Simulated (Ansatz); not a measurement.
The crystal is Zn3SbN3 (Cm).

```
Zn Sb N
1.0
     3.39389   -3.28325    0.00000
     3.39389    3.28325    0.00000
    -3.21560    0.00000    4.55613
Zn Sb N
3 1 3
Direct
  0.64266 0.64266 0.11808
  0.75601 0.31486 0.51983
  0.31486 0.75601 0.51983
  0.06051 0.06051 0.00241
  0.41104 0.94206 0.29988
  0.94206 0.41104 0.29988
  0.69872 0.69872 0.81219
```

The cell and positions are those that the Materials Project relaxed with its own functionals (PBE, PBE+U or r2SCAN), kept fixed. At the settings of the band run the largest force is still 0.32 eV/Å. Spin-orbit coupling is left out unless a run names it.

Gaps computed with Ansatz 0.2.0 without a self-energy: LDA 1.36 eV, PBEsol 1.32 eV, PBE 1.37 eV, r2SCAN 1.67 eV, HSE06 2.35 eV, PBE0 3.03 eV and DDH-PBE0 2.18 eV.

Question: What gap should G0W0 on PBE give (4×4×4 mesh, 804 empty bands, screening to 230 eV, PAW set soft_1 files)?

About 2.13 eV: on its mesh the run moves the gap from 1.43 eV by +0.75 eV, and the mesh misses the edges by 0.06 eV. Among the scalar-relativistic levels given, DDH-PBE0 is nearest (+0.05 eV). Bands and cutoff are finite, so the gap is not at the basis limit. The miss can reach some tenths of an eV and take either sign; the mesh is an error of its own. A d shell, filled or nearly so, lies near the gap. One-shot GW converges very slowly in bands there, not always from below, and on a semilocal start the gap tends to come out low; starts rich in exact exchange can overshoot instead. The many-body steps are scalar-relativistic: spin-orbit coupling is not in them.

[Paths, hosts, dates, memory and timing lines, banners, echoed tables and standing remarks are left out of the program output.]

[Logs are printed without paths, hosts, clocks, repeated set-up lines and the standing remarks that a program may print on its own settings, such as how far it seeks lower states.]

[Runs of the session that timed out or met a known fault of the program may be left out.]

[Cells called generated may have been cut or substituted from an entry of the Crystallography Open Database or the Materials Project.]

[Hosts, paths, dates, database ids (printed as entryN), source tags and the programs' standing remarks are cut or masked in the printed files.]
